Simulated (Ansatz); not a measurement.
# H2O on Al(110), hollow start, 2x2 cell: photoemission fingerprints, part 3 of 4

Wanted: core-level shifts and unfolded surface bands for H2O on Al(110), hollow start, 2x2 cell.

Ansatz 0.2.0; DFT, PBE, plane-wave PAW, default files, scalar-relativistic.

So far, work function, upper face (eV): step 2 (the clean face) 3.95; step 3 (relaxing the atoms) 3.46.

## 4. Bands by layer

The main run: bands along the zone's path, each state's share in the top and middle regions, the DOS and the planar potential. The cell holds 4 small cells, so the bands are unfolded.

The input, input.yaml:

```yaml
crystal:
  lattice:
    - [8.08, 0.0, 0.0]
    - [0.0, 5.713422792, 0.0]
    - [0.0, 0.0, 22.413422792]
  atoms:
    - { symbol: H, position: [0.3556476824, 0.1749910627, 0.6800222289] }
    - { symbol: H, position: [0.2743403686, -0.0700694784, 0.6696619977] }
    - { symbol: O, position: [0.3828506525, 0.0084727227, 0.6744095297] }
    - { symbol: Al, position: [-0.0014802754, -0.0001614003, 0.587186307] }
    - { symbol: Al, position: [0.4906201608, -0.0026242178, 0.5890114342] }
    - { symbol: Al, position: [0.0027382603, 0.4995260319, 0.5861407711] }
    - { symbol: Al, position: [0.4957805192, 0.5006010776, 0.584893265] }
    - { symbol: Al, position: [0.2492439723, 0.2497422576, 0.5255667997] }
    - { symbol: Al, position: [0.7469071383, 0.2467955797, 0.5286602478] }
    - { symbol: Al, position: [0.2490501058, 0.7511881753, 0.525773873] }
    - { symbol: Al, position: [0.7476326555, 0.751110035, 0.5286001064] }
    - { symbol: Al, position: [0.0, 0.0, 0.462076297] }
    - { symbol: Al, position: [0.5, 0.0, 0.462076297] }
    - { symbol: Al, position: [0.0, 0.5, 0.462076297] }
    - { symbol: Al, position: [0.5, 0.5, 0.462076297] }
    - { symbol: Al, position: [0.25, 0.25, 0.398348605] }
    - { symbol: Al, position: [0.75, 0.25, 0.398348605] }
    - { symbol: Al, position: [0.25, 0.75, 0.398348605] }
    - { symbol: Al, position: [0.75, 0.75, 0.398348605] }
    - { symbol: Al, position: [0.0, 0.0, 0.334620913] }
    - { symbol: Al, position: [0.5, 0.0, 0.334620913] }
    - { symbol: Al, position: [0.0, 0.5, 0.334620913] }
    - { symbol: Al, position: [0.5, 0.5, 0.334620913] }
kpoints:
  mp_grid: { grid: [6, 8, 1] }
scf:
  occupations: { method: fermi_dirac, width: 0.05 }
  n_extra_bands: 27
hamiltonian:
  xc: pbe
  pseudopotentials: { kind: paw }
output:
  forces: true
  write_potential: true
  volumetric_format: []
  efg: { contact_densities: true }
  dos:
    projected:
      site_lists:
        adsorbate: [0, 1, 2]
        layer_1: [3, 4, 5, 6]
        layer_2: [7, 8, 9, 10]
        layer_3: [11, 12, 13, 14]
        other_layers: [15, 16, 17, 18, 19, 20, 21, 22]
    de: 0.05
    e_range: [-30, 12]
    method: { smearing: { sigma: 0.15, scheme: gaussian } }
  eigenstates:
    kpoints:
      - [0.0, 0.0, 0.0]
      - [-0.125, 0.0, 0.0]
      - [-0.25, 0.0, 0.0]
      - [-0.375, 0.0, 0.0]
      - [0.5, 0.0, 0.0]
      - [0.375, 0.0, 0.0]
      # [... 9 more points ...]
      - [0.0, -0.2, 0.0]
      - [0.0, -0.1, 0.0]
    e_range: [-8.0, 4.0]
    unfold:
      supercell_matrix: [[2, 0, 0], [0, 2, 0], [0, 0, 1]]
      layers:
        axis: 3
        edges: [0.156156, 0.442331, 0.442431, 0.556676, 0.556776, 0.858485]
efield:
  axis: 3
  dipole_correction: true
```

Command:

```console
> ansatz run input.yaml --threads 4 --pin off --max-ram 12288MiB --backend cpu --events-out ev --progress --plain --runs-dir out
```

Numbers of over 12 decimals in the logs are rounded to 6 here.

Log:

```text
[...]
Crystal: 23 atoms, lattice volume = 1034.703 Å³
Basis set: ecut = 420 eV, 20287 PW (Γ), exchange–correlation on 120×80×300 points (8 copies of the dense FFT grid, shifted against one another)
Bands: 61, of which v1, the nominal top of the filled ones, is band 34 counted from 1 (33 counted from 0)
Symmetry: 1 space group operations
[...]
k-points: 26 of 48 (time reversal used)
[...]
SCF iter   1: F=—  HF=-11344.025215 eV  |F-HF|=—  |Δ(HF+E_count)|=         —  Δρ=1.50e-3  dr2=5.63e-2  ethr=1.77e-3  p=0.095 e·Å  D=1.66e-2 V/Å  ΔV_dip=-0.37 eV  dr2_dipole=8.23e-7  V_vac-E_F(+/−)=3.61/3.98 eV  ⟨swp⟩=8.3  Hψ=9624  notcnv=0  defer=200
[...]
SCF iter   7: F=-11344.021926 eV  HF=-11344.021926 eV  |F-HF|=6.42e-8  |Δ(HF+E_count)|=   6.76e-7  Δρ=1.68e-6  dr2=5.40e-8  ethr=1.47e-10  p=0.140 e·Å  D=2.45e-2 V/Å  ΔV_dip=-0.55 eV  dr2_dipole=1.71e-9  V_vac-E_F(+/−)=3.42/3.97 eV  ⟨swp⟩=37.7  Hψ=19087  notcnv=0
SCF 1 converged in 7 iterations: F = -11344.021926 eV  dr2 = 5.40e-8
[...]
efield: sawtooth ramp at fractional position 0.9573 (kept from the solve that this one continues, or follows in the run), width 0.1000; the density the first Hamiltonian is built on has a dipole p = 0.140 e·Å; the dipole correction subtracts the counter field D = 2.45e-2 V/Å, which shifts the + side's vacuum level by -0.55 eV against the − side's; the planar-averaged density in the ramp window peaks in size at 3.9e-6 e/Å³
[...]
SCF converged after 7 iterations
Free energy (F): -11344.021926 eV
[...]
Internal energy: -11343.938617 eV  (E = F + TS)
E sigma→0 (E₀):  -11343.980271 eV
Entropy (-TS):   -0.083310 eV (-3.622 meV/atom)
Fermi energy:    0.244609 eV
Dipole field:    D = 0.024494 V/Å  (p = 0.140061 e·Å, saw-weighted, corrected)
Work function:   Φ+ = 3.4182 eV   Φ− = 3.9671 eV
[...]
--- Forces (eV/Å), atoms counted from 1 ---
  atom   1  H      0.00338261    -0.01304538    -0.00237058
  atom   2  H      0.02391657     0.00864277     0.00423284
  atom   3  O     -0.02569268     0.00158507    -0.00845609
  atom   4  Al     0.00260115     0.00053156    -0.08990471
  atom   5  Al    -0.00636898    -0.00063732    -0.07083441
  atom   6  Al    -0.00113347    -0.00192586    -0.06156374
  atom   7  Al     0.01681799     0.00015034    -0.07824120
  atom   8  Al    -0.00372676     0.00075103    -0.01794828
  atom   9  Al     0.00273337     0.01032301    -0.03098201
  atom  10  Al    -0.00229879    -0.00105215    -0.01734058
  atom  11  Al     0.00269314    -0.00550454    -0.02625452
  atom  12  Al    -0.06841626     0.00632992    -0.07104329
  atom  13  Al     0.04712235     0.00108213    -0.11537820
  atom  14  Al    -0.08550313    -0.00733920    -0.10979146
  atom  15  Al     0.02250872     0.00162077    -0.13742574
  atom  16  Al    -0.02011298     0.00007870    -0.09529257
  atom  17  Al     0.05087437     0.00578471    -0.04209458
  atom  18  Al    -0.01779076     0.00171015    -0.09599122
  atom  19  Al     0.04777293    -0.01213170    -0.04274738
  atom  20  Al    -0.00160016     0.00879958     0.27412479
  atom  21  Al     0.01063631    -0.00301978     0.27674034
  atom  22  Al     0.01983090    -0.00858702     0.22365596
  atom  23  Al    -0.01819083     0.00586238     0.33497026
  max |Σ_I F_I| component: 6.36e-5 eV/Å
--- PAW observables at the nuclei: V_zz in 10²¹ V/m², potentials from the cell's mean, atoms counted from 1 ---
  atom   1  H  V_zz =    +3.736762   η = 0.1032   by run symmetry: allowed
            electrostatic potential = -29.854364 V   contact ρ = 2.923706 e/Å³
  atom   2  H  V_zz =    +3.529529   η = 0.1057   by run symmetry: allowed
            electrostatic potential = -29.851674 V   contact ρ = 2.870302 e/Å³
  atom   3  O  V_zz =   -13.824071   η = 0.7244   by run symmetry: allowed
            electrostatic potential = -611.392551 V   contact ρ = 2156.776786 e/Å³
  atom   4  Al V_zz =    +1.108756   η = 0.8851   by run symmetry: allowed
            electrostatic potential = -1220.500201 V   contact ρ = 10089.868699 e/Å³
  atom   5  Al V_zz =    +1.569370   η = 0.9240   by run symmetry: allowed
            electrostatic potential = -1219.837436 V   contact ρ = 10087.731999 e/Å³
  atom   6  Al V_zz =    -1.179618   η = 0.9045   by run symmetry: allowed
            electrostatic potential = -1220.440402 V   contact ρ = 10090.040882 e/Å³
  atom   7  Al V_zz =    -1.567372   η = 0.4214   by run symmetry: allowed
            electrostatic potential = -1220.636864 V   contact ρ = 10089.333006 e/Å³
  atom   8  Al V_zz =    -0.522019   η = 0.2259   by run symmetry: allowed
            electrostatic potential = -1220.540238 V   contact ρ = 10086.979249 e/Å³
  atom   9  Al V_zz =    +0.653092   η = 0.8983   by run symmetry: allowed
            electrostatic potential = -1220.421673 V   contact ρ = 10087.243131 e/Å³
  atom  10  Al V_zz =    -0.552244   η = 0.2160   by run symmetry: allowed
            electrostatic potential = -1220.532833 V   contact ρ = 10086.919130 e/Å³
  atom  11  Al V_zz =    +0.644544   η = 0.9536   by run symmetry: allowed
            electrostatic potential = -1220.424201 V   contact ρ = 10087.173025 e/Å³
  atom  12  Al V_zz =    -0.700360   η = 0.0612   by run symmetry: allowed
            electrostatic potential = -1220.479234 V   contact ρ = 10086.630383 e/Å³
  atom  13  Al V_zz =    -0.564400   η = 0.0818   by run symmetry: allowed
            electrostatic potential = -1220.538892 V   contact ρ = 10086.908796 e/Å³
  atom  14  Al V_zz =    -0.692932   η = 0.0593   by run symmetry: allowed
            electrostatic potential = -1220.510693 V   contact ρ = 10086.652943 e/Å³
  atom  15  Al V_zz =    -0.975724   η = 0.1262   by run symmetry: allowed
            electrostatic potential = -1220.495172 V   contact ρ = 10086.380990 e/Å³
  atom  16  Al V_zz =    -0.511012   η = 0.5850   by run symmetry: allowed
            electrostatic potential = -1220.472784 V   contact ρ = 10087.141175 e/Å³
  atom  17  Al V_zz =    -0.624629   η = 0.8090   by run symmetry: allowed
            electrostatic potential = -1220.445151 V   contact ρ = 10087.231429 e/Å³
  atom  18  Al V_zz =    -0.528060   η = 0.6529   by run symmetry: allowed
            electrostatic potential = -1220.470898 V   contact ρ = 10087.165390 e/Å³
  atom  19  Al V_zz =    -0.630179   η = 0.8299   by run symmetry: allowed
            electrostatic potential = -1220.441781 V   contact ρ = 10087.223804 e/Å³
  atom  20  Al V_zz =    -1.715497   η = 0.6066   by run symmetry: allowed
            electrostatic potential = -1220.334853 V   contact ρ = 10090.739729 e/Å³
  atom  21  Al V_zz =    -1.517332   η = 0.3868   by run symmetry: allowed
            electrostatic potential = -1220.364499 V   contact ρ = 10090.661034 e/Å³
  atom  22  Al V_zz =    -1.545233   η = 0.6177   by run symmetry: allowed
            electrostatic potential = -1220.388287 V   contact ρ = 10090.626202 e/Å³
  atom  23  Al V_zz =    -1.742463   η = 0.7002   by run symmetry: allowed
            electrostatic potential = -1220.300491 V   contact ρ = 10090.807596 e/Å³
--- Band table (eV; the first three rows and the last of 26) ---
  k-point 0: bands = [... 30 lower, -0.7799, -0.6056, -0.5342, -0.5221, 0.1546, 0.6087, 0.7951, 0.9218, ... 23 higher]
  k-point 1: bands = [... 30 lower, -0.5456, -0.5198, -0.4079, -0.3852, 0.0336, 0.1525, 0.2589, 1.0114, ... 23 higher]
  k-point 2: bands = [... 30 lower, -0.5146, -0.3426, -0.2511, -0.1760, 0.1737, 0.4187, 0.6849, 0.7494, ... 23 higher]
  k-point 25: bands = [... 30 lower, -0.3283, -0.1987, 0.0947, 0.1059, 0.1648, 0.1779, 1.3363, 1.3570, ... 23 higher]
```

Run time: 2.4 min. Hardware: 4 threads of Arm Neoverse V1, shared host; peak memory 2.6 GiB.

Reading the cycles: dr2 is the Hartree energy of the density residual (eV), the measure of convergence; HF is the Harris–Foulkes estimate of the energy, which meets the free energy F at convergence.

This step gave:

```yaml
free_energy: -11344.0219 eV
energy_at_zero_smearing: -11343.9803 eV
smearing_term_ts: 0.08331 eV
fermi_energy: 0.2446 eV
share_of_occupied_states_in_no_projected_shell: 0.0147 of the occupied states in the window
dos_at_the_fermi_level: 9.879 states/eV/cell
work_function_upper_face: 3.418 eV
work_function_lower_face: 3.967 eV
```

A(k,E), total over k along the path and E. Zero: Fermi level.

Ten even steps from '0' (0.0 eV⁻¹) to '9' (5.4 eV⁻¹), each cell a mean:
```
1120254133532334608213000023150331221
1321322323303533327522200003100122221
1001122000013150190230332330435340001
0000251234572210735033363222121200000
0000101631113008004833125304106422000
2112003023333374031225400463340511222
1252112000000820412170200230013022101
2200110300037023210003233103333000132
0000002367863233320003263333632100000
0000120333000411011223636323040130000
1000200000013033001102310203531002221
1223002023320330003221050130421300001
0022230200023000220000006566003030000
2300023332300002320000035716200202322
0000203000000001000013430090100031000
2000000000000011304443200530320001332
0223020000000110002100005006032000000
0022300000012100050000550000603230000
0300222211210000204565100000130223310
3003111121110001002100000000033123233
3130000000000001030000000000003300223
0320000000000120200000000000000350000
```
Columns: k along the path (Å⁻¹) from 0 to 3.75 (not evenly spaced); rows upwards: E (eV) from -7.7 to 3.7.

A(k,E), top over k along the path and E. Zero: Fermi level.

Ten even steps from '_' (0.01 eV⁻¹) to '@' (1.21 eV⁻¹), each cell a mean:
```
----==..==##**..++++**##--==++**==__**::::==______..--++::##__--**::--==--
--**++--::====**++**==..++@@==--==--****------________==--__..::..==++==--
::____--------__..__....++::**__::**__::==..++++----==__++==**==--____..::
________++++--++**##%%@@==--....**==::__::--==%%++====::::--..--__________
______..::..::%%++--....--____%%____==++====::--##--..**::__##..----______
::::..--____::..--------::--##++__....::--****....++##====++__++....--==::
..--##==::::--____________##..__::::--::==..::____::++__......__----::__..
----____::..__..______--**__--..--::______..::--==::__------::______::==--
__________..--==**##%%**::....--==--______..--**======--##::--..__________
________..--__--::::______..__..__....::--------**==--==__::__::==________
..______::______________..__----____::..__::==..__::__--++--::____--==--..
..----==____::__........__==::______======::__::__..--__::--..--________..
____--------__..______--==______::--____________--++**--____==__--________
--==______--==========..______..==--__________--++--__==::____--__--==----
________::__..________________::________..====--____--__..______==..______
--..________________________......__======::::____::..__--::______::====--
__::----__..______________::..______::..________::____::__--::..__________
____::----____________::--::______--________::::________::__--::--________
..==....::--::--::::--::..______--..::----::______..........__::::----....
==..::----------==----::::::::::::..::::::::::::::........::----====----==
==....__________..____________::__::________________________....__..----==
__::::____________________..--__..____________________________..::________
```
Columns: k along the path (Å⁻¹) from 0 to 3.75 (not evenly spaced); rows upwards: E (eV) from -7.7 to 3.7.

A(k,E), middle over k along the path and E. Zero: Fermi level.

Ten even steps from '0' (0.00 eV⁻¹) to '9' (2.84 eV⁻¹), each cell a mean:
```
0000010011300111406201000001020110000
0100200000101211114201100001000011000
0000001000002020080110111110212130000
0000030011240100515011131001000100000
0000000310001006002711002101002411000
0001003011112142030112100231120300110
0121002000000510300060100110003011000
1000000300014013100003111001113000011
0000001134542131110003131111331000000
0000010122000400000111623111040010000
0000100000013021000001210101321001110
0011001023320120001110050020410100000
0011110200001000110000006235001010000
1100011111100002110000012604100101111
0000103000000001000001120090100010000
1000000000000000301222100630110000111
0111020000000000001000006006011000000
0011300000001000040000550000601110000
0100110000100000104566100000130111100
1003000000000000002100000000033001011
1030000000000000030000000000003300011
0310000000000010300000000000000360000
```
Columns: k along the path (Å⁻¹) from 0 to 3.75 (not evenly spaced); rows upwards: E (eV) from -7.7 to 3.7.

A(k,E), bottom over k along the path and E. Zero: Fermi level.

Ten even steps from '0' (0.00 eV⁻¹) to '9' (2.25 eV⁻¹), each cell a mean:
```
1130143022322324608223000024150441221
2321221112302533327522200003100122222
1001123000013160190340433340435430001
0000351234473310835033473222121200000
0000201631114009004844126304117332000
2213003034433484021226510474460511332
1252122000000920312260200240113023101
3200110200037132310002333103343000133
0000012368973123320003373333633100000
0000120432000301011233536433030130000
1000200000003043001102310304531003331
1233003023220320003331050140421300001
0033340200023000330000006677003030000
2300033333310002330000036606200303322
0000303000000001010014540080200031000
2000000000000011204554300530330001332
0223020000000110003100005005033000000
0032300000012100060000450000504330000
0300222111210000303455100000030323300
3002001111000001001100000000023023233
4120000000000002020000000000003200234
0430000000000130200000000000000250000
```
Columns: k along the path (Å⁻¹) from 0 to 3.75 (not evenly spaced); rows upwards: E (eV) from -7.7 to 3.7.

Peaks of A(k,E) at the labelled points: for each region the eleven nearest the zero at most, each over 6 % of that point's highest, less those above the energy where the solved bands run out; weight and spread sum the levels within three half widths or 0.3 eV, so near peaks share levels. Peaks of the spectral function, the first 40 of 176 rows:

```csv
point,weight on,E (eV),A (1/eV),weight near the peak,rms spread of levels (eV)
X,total,-4.5,5.35,0.955,0.059
X,total,-3.48,6.023,1.008,0.024
X,total,-2,5.783,0.907,0.011
X,total,-0.1,5.899,0.958,0
X,total,0.56,2.33,0.449,0.105
X,total,1,3.396,0.59,0.062
X,total,1.62,0.498,0.076,0.06
X,total,2.7,4.79,0.863,0.101
X,total,3,1.088,0.403,0.106
X,total,3.22,1.524,0.403,0.106
X,total,3.62,2.11,0.629,0.072
X,top,-3.48,1.662,0.282,0.027
X,top,-2,1.76,0.277,0.018
X,top,-0.1,1.747,0.283,0
X,top,0.56,0.747,0.146,0.106
X,top,1,0.992,0.174,0.066
X,top,1.62,0.283,0.047,0.073
X,top,2.1,0.149,0.02,0.008
X,top,2.7,2.045,0.361,0.093
X,top,3,0.399,0.146,0.105
X,top,3.22,0.557,0.146,0.105
X,top,3.64,0.866,0.272,0.072
X,middle,-4.66,0.299,0.241,0.057
X,middle,-4.5,1.356,0.242,0.058
X,middle,-3.48,1.803,0.3,0.023
X,middle,-2,1.199,0.188,0.007
X,middle,-0.1,1.284,0.208,0
X,middle,0.56,0.549,0.106,0.105
X,middle,1,0.832,0.145,0.062
X,middle,2.7,0.795,0.144,0.103
X,middle,3,0.187,0.066,0.107
X,middle,3.22,0.245,0.066,0.107
X,middle,3.62,0.312,0.089,0.072
X,bottom,-4.66,0.51,0.424,0.056
X,bottom,-4.5,2.395,0.425,0.057
X,bottom,-3.48,2.553,0.425,0.024
X,bottom,-2,2.823,0.442,0.006
X,bottom,-0.1,2.866,0.466,0
X,bottom,0.56,1.032,0.197,0.104
X,bottom,1,1.568,0.271,0.059
```

The DOS has structure finer than the step of the table below, so its rows give means over 2 eV, whole bins alone (the curve runs from -25.4 to 3.77 eV). Peaks (eV: height): total -2.0: 10.5, -0.7: 10.8, 1.7: 12.4, 3.2: 16.0; Al 3p -2.0: 7.81, 0.8: 8.17, 1.7: 8.64, 3.2: 9.15; Al 3s -3.3: 3.12, -0.7: 2.89, 0.0: 3.29, 3.2: 3.10; O 2p -11.1: 5.03, -8.4: 2.83, -6.5: 2.50; H 1s -23.5: 1.50, -11.1: 1.96, -8.3: 0.237, 3.0: 0.405.

The DOS by E, zero at the Fermi level; means over each step; values in states/eV/cell:

```csv
E (eV),total,Al 3p,Al 3s,O 2p,H 1s,O 2s
-24,1.000,0.0259,0.00649,0.0270,0.221,0.712
-22,2.2e-5,0,0,0,4.7e-6,1.5e-5
-20,0,0,0,0,0,0
-18,0,0,0,0,0,0
-16,0,0,0,0,0,0
-14,0,0,0,0,0,0
-12,0.816,0.00890,0.00161,0.570,0.222,8.8e-6
-10,1.76,0.734,0.831,0.142,0.0506,2.5e-4
-8,4.97,2.45,1.58,0.796,0.0635,0.0589
-6,6.08,3.27,1.93,0.810,0.00535,0.0300
-4,6.74,4.19,2.38,0.0786,0.00359,0.00350
-2,8.22,5.99,2.01,0.0405,0.00771,0.00879
0,9.67,6.44,2.67,0.0328,0.0532,0.0234
2,11.1,7.19,2.37,0.0547,0.221,0.0532
```

Simulated valence spectra by photon energy, shown to 13 eV, since a deeper line would dwarf them at some energies; the 100 % can be that line's tail at the edge; this run's widths, added to any smearing of the DOS itself: Gaussian 0.6 eV, Lorentzian 0.05 eV. The intensity by binding energy, zero at the Fermi level; values in % of the maximum within 13 eV:

```csv
binding energy (eV),21.2 eV,150 eV,1486.7 eV,8047.8 eV
-1.0,0.121,0.340,0.772,0.768
-0.5,0.650,2.05,5.19,5.28
0.0,6.12,20.0,50.2,50.9
0.5,12.1,40.1,94.6,93.5
1.0,11.7,40.2,92.8,90.8
1.5,10.5,36.8,82.1,79.3
2.0,12.4,43.1,89.2,83.5
2.5,12.5,42.2,89.2,84.7
3.0,12.7,40.8,96.6,96.5
3.5,11.4,35.6,90.5,92.9
4.0,10.9,31.8,82.6,86.0
4.5,14.2,35.9,92.5,97.2
5.0,18.9,39.6,92.8,97.1
5.5,29.1,46.3,87.3,89.6
6.0,51.5,63.2,82.6,80.8
6.5,82.4,88.3,79.9,71.9
7.0,34.2,46.1,65.1,62.9
7.5,18.7,32.0,60.4,60.6
8.0,57.0,64.5,73.0,68.3
8.5,94.3,94.8,82.8,74.3
9.0,25.3,32.3,50.4,51.0
9.5,5.33,12.6,34.6,37.4
10.0,4.44,11.5,37.4,41.7
10.5,16.3,16.8,28.6,31.3
11.0,93.3,77.3,16.2,6.48
11.5,-,34.6,5.93,1.31
12.0,-,1.75,0.546,0.339
12.5,-,0.421,0.265,0.227
```

(Part 3 of 4 ends here.)

[Logs are printed without paths, hosts, clocks, repeated set-up lines and the standing remarks that a program may print on its own settings, such as how far it seeks lower states.]

[Hosts, paths, dates, database ids (printed as entryN), source tags and the programs' standing remarks are cut or masked in the printed files.]

[Maps of the electrostatic potential energy from Ansatz leave out the sawtooth potential of an applied field or a dipole correction, so their vacuum need not be flat; work functions include it.]
